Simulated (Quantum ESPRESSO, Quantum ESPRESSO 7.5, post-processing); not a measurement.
# Pd(111), 5 layers against a metal electrode: a series in the charge of the slab

Aim: how the results for Pd(111), 5 layers against a metal electrode change with the charge of the slab.

Calculated with Quantum ESPRESSO 7.5; plane-wave DFT, PBE, GBRV ultrasoft pseudopotentials.

This is a report of a sequence of runs, with most program output left out.

### 1. The starting structure

Symmetry: Fm-3m, No. 225, cubic system. The conventional cell has a = 3.890 Å, b = 3.890 Å, c = 3.890 Å, α = 90.00°, β = 90.00°, γ = 90.00°. Pd has 12 Pd at 2.75 Å nearest.

Set-up: The slab is relaxed neutral, then held. ESM with bc3: vacuum below and a metal electrode about 6 Å above the top atoms. Cold smearing of 0.02 Ry. Charges are set per cell from the starting area. The slabs take the lattice constants of the bulk relaxed by the same program.

Members 2, 3, 4.5, 6, 7 and 8 took the same steps and show in the table alone.

### 2. Variable-cell relaxation of the reference

The bulk crystal is relaxed in cell and atoms; the members are built on its lattice constants.

Contents of ref.vc.in:

```
&control
  prefix = 'ref.vc'
  outdir = './out'
  pseudo_dir = './pseudo'
  nstep = 40
  forc_conv_thr = 0.0003
  calculation = 'vc-relax'
/
&system
  ibrav = 0
  nat = 1
  ntyp = 1
  ecutwfc = 50
  ecutrho = 250
  occupations = 'smearing'
  smearing = 'mv'
  degauss = 0.02
/
&electrons
  conv_thr = 1e-09
  mixing_beta = 0.4
  electron_maxstep = 120
/
&ions
/
&cell
  press_conv_thr = 0.3
/
ATOMIC_SPECIES
  Pd  106.4200  pd_pbe_v1.4.uspp.F.UPF
CELL_PARAMETERS angstrom
  0.00000000000000 1.94500000000000 1.94500000000000
  1.94500000000000 0.00000000000000 1.94500000000000
  1.94500000000000 1.94500000000000 0.00000000000000
ATOMIC_POSITIONS crystal
  Pd  0.000000000000 0.000000000000 0.000000000000
K_POINTS automatic
  18 18 18 0 0 0
```

Run with:

```console
$ OMP_NUM_THREADS=1 mpirun -n 4 pw.x -nk 4 -in ref.vc.in > ref.vc.out
```

Elapsed: 13 s, on 4 MPI ranks of Intel Xeon Platinum 8488C (Sapphire Rapids), shared host; peak memory 0.27 GiB; 53 s of CPU time.

The steps of the relaxation:

| step | energy less that of the first step (eV) | largest force (eV/Å) | volume (Å³) |
| --- | --- | --- | --- |
| 1 | 0.0000 | 0.0000 | 14.72 |
| 2 | -0.0144 | 0.0000 | 15.32 |
| 3 | -0.0144 | 0.0000 | 15.33 |
| 4 | -0.0154 | 0.0000 | 15.33 |

| conventional cell, symmetrised | before | after | change |
| --- | --- | --- | --- |
| a (Å) | 3.890 | 3.943 | +1.4 % |
| b (Å) | 3.890 | 3.943 | +1.4 % |
| c (Å) | 3.890 | 3.943 | +1.4 % |
| volume (Å³/atom) | 14.72 | 15.33 | +4.1 % |

Final coordinates:

```
Pd
1.0
     0.00000    1.97150    1.97150
     1.97150    0.00000    1.97150
     1.97150    1.97150    0.00000
Pd
1
Direct
  0.00000 0.00000 0.00000
```

 The last row is no step: it is a fresh SCF in the final cell with a new plane-wave basis, -1 meV from the row before.

This step gave:

| Item | Value |
| --- | --- |
| free energy | -2703.4946 eV |
| Fermi energy | 17.79 eV |

### 3. Relaxing the ions of the reference

What the set-up leaves free in this member is relaxed.

System of this step: Pd(111), 5 layers. The cell holds 5 atoms: 5 Pd. Cell: a = 2.788 Å, b = 2.788 Å, c = 24.310 Å, α = 90.0°, β = 90.0°, γ = 60.0°. It derives from Pd. Vacuum lies along c.

Contents of ref.relax.in:

```
&control
  prefix = 'ref.relax'
  outdir = './out'
  pseudo_dir = './pseudo'
  nstep = 40
  forc_conv_thr = 0.001
  calculation = 'relax'
/
&system
  ibrav = 0
  nat = 5
  ntyp = 1
  ecutwfc = 40
  ecutrho = 200
  occupations = 'smearing'
  smearing = 'mv'
  degauss = 0.02
/
&electrons
  conv_thr = 1e-08
  mixing_beta = 0.4
  electron_maxstep = 120
  mixing_mode = 'local-TF'
/
&ions
/
ATOMIC_SPECIES
  Pd  106.4200  pd_pbe_v1.4.uspp.F.UPF
CELL_PARAMETERS angstrom
  2.78812090119085 0.00000000000000 0.00000000000000
  1.39406045059543 2.41458352925364 0.00000000000000
  0.00000000000000 0.00000000000000 24.31032871157629
ATOMIC_POSITIONS crystal
  Pd  0.666666666700 0.666666666700 0.312714076388
  Pd  0.000000000000 0.000000000000 0.406357038194
  Pd  0.333333333300 0.333333333300 0.500000000000 0 0 0
  Pd  0.666666666700 0.666666666700 0.593642961806
  Pd  0.000000000000 0.000000000000 0.687285923612
K_POINTS automatic
  12 12 1 0 0 0
```

Run with:

```console
$ OMP_NUM_THREADS=1 mpirun -n 4 pw.x -nk 4 -in ref.relax.in > ref.relax.out
```

Run time: 72 s. Hardware: 4 MPI ranks; peak memory 0.46 GiB.

Step by step:

| step | energy less that of the first step (eV) | largest force (eV/Å) |
| --- | --- | --- |
| 1 | 0.0000 | 0.0827 |
| 2 | -0.0003 | 0.0654 |
| 3 | -0.0005 | 0.0461 |
| 4 | -0.0007 | 0.0190 |

 On the free atoms the largest force ends at 0.019 eV/Å.

Read from the output:

```
free energy  : -13516.2744 eV
Fermi energy : 5.542 eV
```

### 4. SCF with pw.x, 0 ×10¹³ e/cm²

A run under open boundaries on these atoms gives the vacuum levels.

Contents of m2.esm.in:

```
&control
  prefix = 'm2.esm'
  outdir = './out'
  pseudo_dir = './pseudo'
  calculation = 'scf'
  tprnfor = .true.
/
&system
  ibrav = 0
  nat = 5
  ntyp = 1
  ecutwfc = 40
  ecutrho = 200
  occupations = 'smearing'
  smearing = 'mv'
  degauss = 0.02
  assume_isolated = 'esm'
  esm_bc = 'bc3'
  tot_charge = 0.0
/
&electrons
  conv_thr = 1e-08
  mixing_beta = 0.25
  electron_maxstep = 160
  mixing_mode = 'local-TF'
  mixing_ndim = 12
/
ATOMIC_SPECIES
  Pd  106.4200  pd_pbe_v1.4.uspp.F.UPF
CELL_PARAMETERS angstrom
  2.78812090119085 0.00000000000000 0.00000000000000
  1.39406045059543 2.41458352925364 0.00000000000000
  0.00000000000000 0.00000000000000 24.31032871157629
ATOMIC_POSITIONS crystal
  Pd  0.666666666700 0.666666666700 -0.125627381436
  Pd  0.000000000000 0.000000000000 -0.031678206736
  Pd  0.333333333300 0.333333333300 0.061702168564
  Pd  0.666666666700 0.666666666700 0.155082543864
  Pd  0.000000000000 0.000000000000 0.249031718564
K_POINTS automatic
  12 12 1 0 0 0
```

Run with:

```console
$ OMP_NUM_THREADS=1 mpirun -n 4 pw.x -nk 4 -in m2.esm.in > m2.esm.out
```

The job ended after 1.7 min (4 MPI ranks; peak memory 0.48 GiB).

Numbers from this step:

- Fermi energy: -5.238 eV
- vacuum line at the lower end of the cell, over the Fermi level: 5.238 eV
- slope of the potential above: 8.77e-5 eV/Å
- vacuum line at the upper end of the cell, over the Fermi level: 5.238 eV

The potential energy, planar mean oscillates, so the rows of the table below give means over windows of 2.25 Å about each position, cut where the curve ends. Its maxima inside the range that stand out by 2 % of the span (Å: eV): -1.9: 1.29, 0.3: 0.957, 2.6: 0.910, 5.0: 1.26. Its minima: -3.0: -11.5, -0.8: -11.6, 1.5: -11.6, 3.7: -11.5, 6.1: -11.5.

Electrostatic potential energy of an electron; zero at the Fermi level. The potential energy, planar mean by z; means over each step:

| z (Å) | potential energy, planar mean (eV) |
| --- | --- |
| -11.04 | 5.24 |
| -8.79 | 5.24 |
| -6.54 | 5.22 |
| -4.29 | 0.442 |
| -2.04 | -5.24 |
| 0.21 | -5.50 |
| 2.46 | -5.51 |
| 4.71 | -5.26 |
| 6.96 | -1.87 |
| 9.21 | 5.20 |
| 11.46 | 5.24 |

Inside the slab this potential holds the local part of the pseudopotentials, which can be repulsive at the nuclei; only its value in the vacuum has a meaning of its own.

### 5. Self-consistent run, 1 ×10¹³ e/cm²

m3.esm.in is the input of step 4 with these lines changed:

```diff
@@ -1,3 +1,3 @@
 &control
-  prefix = 'm2.esm'
+  prefix = 'm3.esm'
   outdir = './out'
@@ -18,3 +18,3 @@
   esm_bc = 'bc3'
-  tot_charge = 0.0
+  tot_charge = 0.00655
 /
@@ -26,2 +26,3 @@
   mixing_ndim = 12
+  startingpot = 'file'
 /
```

Run with:

```console
$ cp -r out/m2.esm.save out/m3.esm.save
$ OMP_NUM_THREADS=1 mpirun -n 4 pw.x -nk 4 -in m3.esm.in > m3.esm.out
```

Run time: 66 s. Hardware: 4 MPI ranks; peak memory 0.47 GiB.

Numbers from this step:

| Quantity | Value |
| --- | --- |
| Fermi energy | -6.043 eV |
| vacuum line at the lower end of the cell, over the Fermi level | 5.234 eV |
| slope of the potential above | 0.1761 eV/Å |
| vacuum line at the upper end of the cell, over the Fermi level | 6.044 eV |

Inside the slab this potential holds the local part of the pseudopotentials, which can be repulsive at the nuclei; only its value in the vacuum has a meaning of its own.

### 6. Ground state, -1.5 ×10¹³ e/cm²

m1.esm.in is the input of step 5 with these lines changed:

```diff
@@ -1,3 +1,3 @@
 &control
-  prefix = 'm3.esm'
+  prefix = 'm1.esm'
   outdir = './out'
@@ -18,3 +18,3 @@
   esm_bc = 'bc3'
-  tot_charge = 0.00655
+  tot_charge = -0.00983
 /
```

Run with:

```console
$ cp -r out/m2.esm.save out/m1.esm.save
$ OMP_NUM_THREADS=1 mpirun -n 4 pw.x -nk 4 -in m1.esm.in > m1.esm.out
```

Elapsed: 78 s, on 4 MPI ranks; peak memory 0.48 GiB; 5.2 min of CPU time.

Read from the output:

| Property | Result |
| --- | --- |
| Fermi energy | -4.042 eV |
| vacuum line at the lower end of the cell, over the Fermi level | 5.239 eV |
| slope of the potential above | -0.2641 eV/Å |
| vacuum line at the upper end of the cell, over the Fermi level | 4.042 eV |

Inside the slab this potential holds the local part of the pseudopotentials, which can be repulsive at the nuclei; only its value in the vacuum has a meaning of its own.

### 7. SCF with pw.x, -3 ×10¹³ e/cm²

m0.esm.in is the input of step 6 with these lines changed:

```diff
@@ -1,3 +1,3 @@
 &control
-  prefix = 'm1.esm'
+  prefix = 'm0.esm'
   outdir = './out'
@@ -18,3 +18,3 @@
   esm_bc = 'bc3'
-  tot_charge = -0.00983
+  tot_charge = -0.01966
 /
```

Run with:

```console
$ cp -r out/m1.esm.save out/m0.esm.save
$ OMP_NUM_THREADS=1 mpirun -n 4 pw.x -nk 4 -in m0.esm.in > m0.esm.out
```

The job ended after 70 s (4 MPI ranks; peak memory 0.56 GiB; 4.7 min of CPU time).

This step gave:

```
Fermi energy                                                   : -2.861 eV
vacuum line at the lower end of the cell, over the Fermi level : 5.240 eV
slope of the potential above                                   : -0.5282 eV/Å
vacuum line at the upper end of the cell, over the Fermi level : 2.861 eV
```

Inside the slab this potential holds the local part of the pseudopotentials, which can be repulsive at the nuclei; only its value in the vacuum has a meaning of its own.

### 8. The series side by side

The series in one table:

| the charge of the slab (positive: electrons removed) | electrode's level over the Fermi level (eV) | far face's level over the Fermi level (eV) | field in the gap (eV/Å) |
| --- | --- | --- | --- |
| -3 ×10¹³ e/cm² | 2.861 | 5.24 | -0.5282 |
| -1.5 ×10¹³ e/cm² | 4.042 | 5.239 | -0.2641 |
| 0 ×10¹³ e/cm² | 5.238 | 5.238 | 8.77e-05 |
| 1 ×10¹³ e/cm² | 6.044 | 5.234 | 0.1761 |
| 2 ×10¹³ e/cm² | 6.854 | 5.236 | 0.3522 |
| 3 ×10¹³ e/cm² | 7.67 | 5.242 | 0.5285 |
| 4.5 ×10¹³ e/cm² | 8.901 | 5.234 | 0.7927 |
| 6 ×10¹³ e/cm² | 10.14 | 5.235 | 1.057 |
| 7 ×10¹³ e/cm² | 10.97 | 5.244 | 1.233 |
| 8 ×10¹³ e/cm² | 11.81 | 5.244 | 1.409 |

### 9. Worked from the printed numbers

Last interval: C = Δσ/ΔV = 0.00097 e/Å² / 0.835 V × 1602 = 1.87 µF/cm².

### 10. Summary of results

```yaml
mean_capacitance_at_positive_charge: 1.90 μF/cm²
effective_gap_eps_0_c: 4.66 Å
top_atoms_to_electrode: 6.10 Å
```

In words: The series holds 10 members; mean capacitance at positive charge: 1.90 μF/cm²; effective gap ε₀/C: 4.66 Å; top atoms to electrode: 6.10 Å (PBE, GBRV ultrasoft). Interval by interval C lies between 1.87 and 1.98 µF/cm². The far face's level moves by 0.01 eV over the series: the slab screens like a metal, and averaged over the positive charges the image plane lies 1.44 Å above the top atoms. The labels count charge on the starting cell; on the relaxed cell the densities are 0.973 times as large. Vacuum fills the gap; ions don't answer the charge; added electrons can spill towards the electrode at the most negative charges.

[Logs are printed without paths, hosts, clocks, repeated set-up lines and the standing remarks that a program may print on its own settings, such as how far it seeks lower states.]

[Hosts, paths, dates, database ids (printed as entryN), source tags and the programs' standing remarks are cut or masked in the printed files.]

[Maps of the electrostatic potential energy from Ansatz leave out the sawtooth potential of an applied field or a dipole correction, so their vacuum need not be flat; planar profiles and work functions include it.]
